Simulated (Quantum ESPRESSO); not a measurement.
# AlNi (Pm-3m): coupling and resistivity with EPW, part 4 of 4

Wanted: λ, Tc and ρ(T) of AlNi (Pm-3m) from Quantum ESPRESSO and EPW.

Quantum ESPRESSO 7.5; DFT LDA, scalar-relativistic, plane waves, PseudoDojo 0.4.1 norm-conserving pseudopotentials.

So far, coupling constant λ: step 8 (coupling and Tc: fine k 16×16×16, q 8×8×8, width 0.15 eV …) 0.273. Also resistivity at 300 K (μΩ cm): step 9 (resistivity: fine k 20×20×20, q 10×10×10, adaptive width …) 5.28.

## 10. Coupling and Tc, input with a fault, fine q mesh 10×10×10, fine mesh 10×10×10

Another input is tried.

bad.in

```
--
 &inputepw
    prefix='x',
    outdir='./tmp',
    dvscf_dir='./save',
    elph=.true.,
    etf_mem=1,
    nbndsub=13,
    bands_skipped='exclude_bands = 1-4',
    use_ws=.true.,
    vme='wannier',
    asr_typ='crystal',
    nk1=9,
    nk2=9,
    nk3=9,
    nq1=3,
    nq2=3,
    nq3=3,
    amass(1)=26.9815,
    amass(2)=58.6934,
    epwwrite=.false.,
    epwread=.true.,
    wannierize=.false.,
    nkf1=10,
    nkf2=10,
    nkf3=10,
    nqf1=10,
    nqf2=10,
    nqf3=10,
    mp_mesh_k=.true.,
    ephwrite=.true.,
    eliashberg=.true.,
    liso=.true.,
    limag=.true.,
    tc_linear=.true.,
    tc_linear_solver='lapack',
    fsthick=0.4,
    degaussw=0.01,
    degaussq=0.5,
    nqstep=500,
    muc=0.13,
    wscut=0.3,
    nsiter=500,
    nstemp=7,
    temps=0.5 1.0 2.0 4.0 8.0 16.0 32.0,
 /
```

Run with:

```bash
$ OMP_NUM_THREADS=1 mpirun -n 8 epw.x -nk 8 -in bad.in > bad.out
```

Output:

```text
[the first part of the log is left out]
            Electron smearing (eV) =    0.100000000000000D-01
                 Fermi window (eV) =    0.400000000000000D+00
     Finish writing .ephmat files
     ===================================================================
     Memory usage:  VmHWM =       119Mb
                   VmPeak =       594Mb
     ===================================================================
     Finish writing dos file x.dos
     Finish writing phdos files x.phdos and x.phdos_proj
     ===================================================================
     Solve isotropic Eliashberg equations
     ===================================================================
     Finish reading freq file
                  Fermi level (eV) =     1.4771704005E+01
     DOS(states/spin/eV/Unit Cell) =     1.2967715863E+00
            Electron smearing (eV) =     1.0000000000E-02
                 Fermi window (eV) =     4.0000000000E-01
     Nr irreducible k-points within the Fermi shell =        10 out of        56
           2 bands within the Fermi window
     Finish reading egnv file
     Max nr of q-points =       264
     Finish reading ikmap files
     Start reading .ephmat files
     Finish reading .ephmat files
     a2f file is not found to estimate initial gap: calculating a2f files
     Finish reading a2f file
     Electron-phonon coupling strength =    0.5159608
     Estimated Tc using McMillan expression =   2.2739 K for muc =   0.1300
     Estimated Tc using Allen-Dynes modified McMillan expression =   2.3198 K
     Estimated Tc using SISSO machine learning model =   2.3348 K
     Estimated w_log =  22.8876 meV
     Estimated BCS superconducting gap using McMillan Tc =   0.3449 meV
     WARNING WARNING WARNING
     The code may crash since tempsmax =   32.000 K is larger than McMillan Tc =     2.274 K
     Start: Solving (isotropic) linearized Eliashberg equation with solver = lapack
     For the first Temp.    0.50  K
       Total number of frequency points nsiw(     1) =   1108
       Cutoff frequency wscut =     0.3001
     Superconducting transition temp. Tc is the one which has Max. eigenvalue close to 1
      -----------------------------------------------------------------
             Temp.       Max.         nsiw     wscut    Nr. of iters
             (K)       eigenvalue    (itemp)   (eV)      to Converge
      -----------------------------------------------------------------
             0.50      1.7332991     1108      0.3001        1
             1.00      1.4709473      554      0.3002        1
             2.00      1.2103509      277      0.3005        1
             4.00      0.9525633      139      0.3021        1
             8.00      0.6983443       69      0.3010        1
            16.00      0.4517457       35      0.3075        1
            32.00      0.2211579       17      0.3032        1
      -----------------------------------------------------------------
     Finish: Solving (isotropic) linearized Eliashberg equation
```

Run time: 8.1 min. Hardware: 8 MPI ranks of Arm Neoverse V1, shared host; 65 min of CPU time.

Numbers from this step:

```yaml
coupling_constant_lambda: 0.5160
log_mean_phonon_energy_omega_log: 22.89 meV
density_of_states_at_the_fermi_level: 1.297 states/eV a spin and cell
fermi_level_on_the_fine_mesh: 14.77 eV
```

This input has a delta width far below the mesh spacing, and its λ = 0.516 is no result.

## 11. Resistivity: fine k 26×26×26, q 13×13×13, adaptive width, window 0.32 eV

At these temperatures only states within a few k_B T of the Fermi level carry current, so the mesh must be dense; it is refined.

bte-2.in

```
--
 &inputepw
    prefix='x',
    outdir='./tmp',
    dvscf_dir='./save',
    elph=.true.,
    etf_mem=1,
    nbndsub=13,
    bands_skipped='exclude_bands = 1-4',
    use_ws=.true.,
    vme='wannier',
    asr_typ='crystal',
    nk1=9,
    nk2=9,
    nk3=9,
    nq1=3,
    nq2=3,
    nq3=3,
    amass(1)=26.9815,
    amass(2)=58.6934,
    epwwrite=.false.,
    epwread=.true.,
    wannierize=.false.,
    nkf1=26,
    nkf2=26,
    nkf3=26,
    nqf1=13,
    nqf2=13,
    nqf3=13,
    mp_mesh_k=.true.,
    scattering=.true.,
    iterative_bte=.true.,
    epmatkqread=.false.,
    assume_metal=.true.,
    int_mob=.false.,
    carrier=.false.,
    ngaussw=-99,
    mob_maxiter=200,
    broyden_beta=0.7,
    fsthick=0.32,
    degaussw=0.0,
    nstemp=6,
    temps=150 200 273 300 400 500,
    restart=.false.,
    selecqread=.false.,
 /
```

Run with:

```bash
$ OMP_NUM_THREADS=1 mpirun -n 8 epw.x -nk 8 -in bte-2.in > bte-2.out
```

Output:

```text
[the first part of the log is left out]
     =============================================================================================
     Start solving iterative Boltzmann Transport Equation
     =============================================================================================
     Iteration number:         1
     =============================================================================================
       Temp     Fermi        DOS        Population SR                 Conductivity
        [K]      [eV]    [states/Ry] [carriers per cell]               [Ohm.cm]^-1
     =============================================================================================
      150.000  14.7932   0.72988E+01  -0.15446E-13    0.267053E+06    0.551944E-12    0.000000E+00
                                       0.34278E-14    0.560306E-12    0.267053E+06    0.000000E+00
                                       0.00000E+00    0.000000E+00    0.000000E+00    0.267053E+06
      200.000  14.7932   0.75048E+01  -0.35527E-14    0.212583E+06    0.167256E-13    0.000000E+00
                                       0.41078E-14   -0.418139E-13    0.212583E+06    0.000000E+00
                                       0.00000E+00    0.000000E+00    0.000000E+00    0.212583E+06
      273.000  14.7925   0.93770E+01  -0.41129E-14    0.159279E+06    0.158893E-12    0.000000E+00
                                      -0.18908E-14   -0.393051E-12    0.159279E+06    0.000000E+00
                                       0.00000E+00    0.000000E+00    0.000000E+00    0.159279E+06
      300.000  14.7921   0.96271E+01  -0.77716E-15    0.145209E+06   -0.836278E-14    0.000000E+00
                                       0.55511E-15    0.669023E-13    0.145209E+06    0.000000E+00
                                       0.44409E-15    0.000000E+00    0.000000E+00    0.145209E+06
      400.000  14.7908   0.72418E+01   0.00000E+00    0.108946E+06   -0.669023E-13    0.000000E+00
                                       0.88818E-15   -0.234158E-12    0.108946E+06    0.000000E+00
                                       0.00000E+00    0.000000E+00    0.000000E+00    0.108946E+06
      500.000  14.7899   0.60558E+01  -0.83267E-15    0.872029E+05   -0.418139E-13    0.000000E+00
                                       0.27756E-15    0.334511E-13    0.872029E+05    0.000000E+00
                                       0.00000E+00    0.000000E+00    0.000000E+00    0.872029E+05
                                                      0.267053E+06    Max error
     [...]
     Iteration number:        18
     =============================================================================================
       Temp     Fermi        DOS        Population SR                 Conductivity
        [K]      [eV]    [states/Ry] [carriers per cell]               [Ohm.cm]^-1
     =============================================================================================
      150.000  14.7932   0.72988E+01  -0.16001E-13    0.279004E+06    0.606302E-13    0.000000E+00
                                       0.21511E-14   -0.108716E-12    0.279004E+06    0.000000E+00
                                       0.00000E+00    0.000000E+00    0.000000E+00    0.279004E+06
      200.000  14.7932   0.75048E+01   0.68834E-14    0.223236E+06    0.250883E-13    0.000000E+00
                                      -0.21094E-14   -0.250883E-13    0.223236E+06    0.000000E+00
                                       0.00000E+00    0.000000E+00    0.000000E+00    0.223236E+06
      273.000  14.7925   0.93770E+01   0.36611E-14    0.167898E+06   -0.242521E-12    0.000000E+00
                                      -0.66613E-15   -0.284335E-12    0.167898E+06    0.000000E+00
                                       0.00000E+00    0.000000E+00    0.000000E+00    0.167898E+06
      300.000  14.7921   0.96271E+01  -0.38893E-14    0.153166E+06   -0.142167E-12    0.000000E+00
                                      -0.22551E-15    0.401414E-12    0.153166E+06    0.000000E+00
                                       0.00000E+00    0.000000E+00    0.000000E+00    0.153166E+06
      400.000  14.7908   0.72418E+01   0.66613E-15    0.114994E+06    0.334511E-13    0.000000E+00
                                       0.22204E-15   -0.669023E-13    0.114994E+06    0.000000E+00
                                       0.00000E+00    0.000000E+00    0.000000E+00    0.114994E+06
      500.000  14.7899   0.60558E+01   0.17764E-14    0.920030E+05    0.919906E-13    0.000000E+00
                                       0.55511E-15    0.108716E-12    0.920030E+05    0.000000E+00
                                       0.00000E+00    0.000000E+00    0.000000E+00    0.920030E+05
                                                      0.422704E-06    Max error
```

Wall time 22 min (8 MPI ranks); 3 h of CPU time.

This step gave:

```yaml
iterations: 18
resistivity_at_300_k: 6.529 μΩ cm
```

Resistivity, by row:

| T (K) | rho_xx (μΩ cm) | rho_yy | rho_zz | relaxation-time approximation, mean of the axes (μΩ cm) |
| --- | --- | --- | --- | --- |
| 150 | 3.584 | 3.584 | 3.584 | 3.148 |
| 200 | 4.48 | 4.48 | 4.48 | 3.9 |
| 273 | 5.956 | 5.956 | 5.956 | 5.15 |
| 300 | 6.529 | 6.529 | 6.529 | 5.638 |
| 400 | 8.696 | 8.696 | 8.696 | 7.495 |
| 500 | 10.87 | 10.87 | 10.87 | 9.366 |

ρ(300 K) = 6.53 μΩ cm, against 5.28 before (+24 %); the relaxation-time start gave 5.64. The largest adaptive width printed is 0.30 eV, against a window of 0.32 eV outside which no state is counted.

## 12. What came out

| Property | Result |
| --- | --- |
| Wannier functions, band error | 13 functions; 7 meV r.m.s. |
| coupling constant λ, fine k 16×16×16, q 8×8×8, width 0.15 eV, window 0.61 eV | 0.273 |
| ħω_log | 22.2 meV |
| Tc at μ* = 0.13, Allen–Dynes | 0.0039 K |
| resistivity at 300 K, 20×20×20 | 5.28 μΩ cm |
| resistivity at 300 K, 26×26×26 | 6.53 μΩ cm |

What this shows: Step 7: No branch goes imaginary on this path. Step 8: The coupling constant from the curve is λ = 0.28; modes below 20.1 meV give half. Step 8: The most distinct maxima of the a2F lie at 16.6, 20.1, 22.3, 42.7 and 47.1 meV, the highest at 20.1 meV. On the finest meshes run, AlNi (Pm-3m) has λ = 0.27 and a phonon-limited resistivity of 6.53 μΩ cm at 300 K. The last refinement of the mesh moved the resistivity by 24 %, so it is not converged, and no rank of the meshes against a measured value means much. On the finest mesh the adaptive width still reaches 0.30 eV against a window of 0.32 eV; the window, which cuts off final states, was not widened. The relaxed volume lies -5.4 % from the database entry, which shifts the phonons and with them λ and ρ. λ rests on one fine mesh and one width. Between 150 and 500 K the resistivity rises by a factor of 3.03, against 3.33 for a straight line through the origin; phonon scattering should fall faster than that line on cooling, so the temperature dependence is not converged. The rows at 150, 200, 273, 300, 400 and 500 K moved by more than 10 % in the last refinement. The q mesh of ph.x (3×3×3), the k mesh and smearing of the ground state (9×9×9) and EPW's coarse k mesh (9×9×9) were not varied. Only scattering by harmonic phonons counts; impurities, grain boundaries and thermal expansion are left out, and μ* is typed.

[The logs of pw.x and epw.x are selected lines.]

[Logs are printed without paths, hosts, clocks, repeated set-up lines and the standing remarks that a program may print on its own settings, such as how far it seeks lower states.]

[Hosts, paths, dates, database ids (printed as entryN), source tags and the programs' standing remarks are cut or masked in the printed files.]
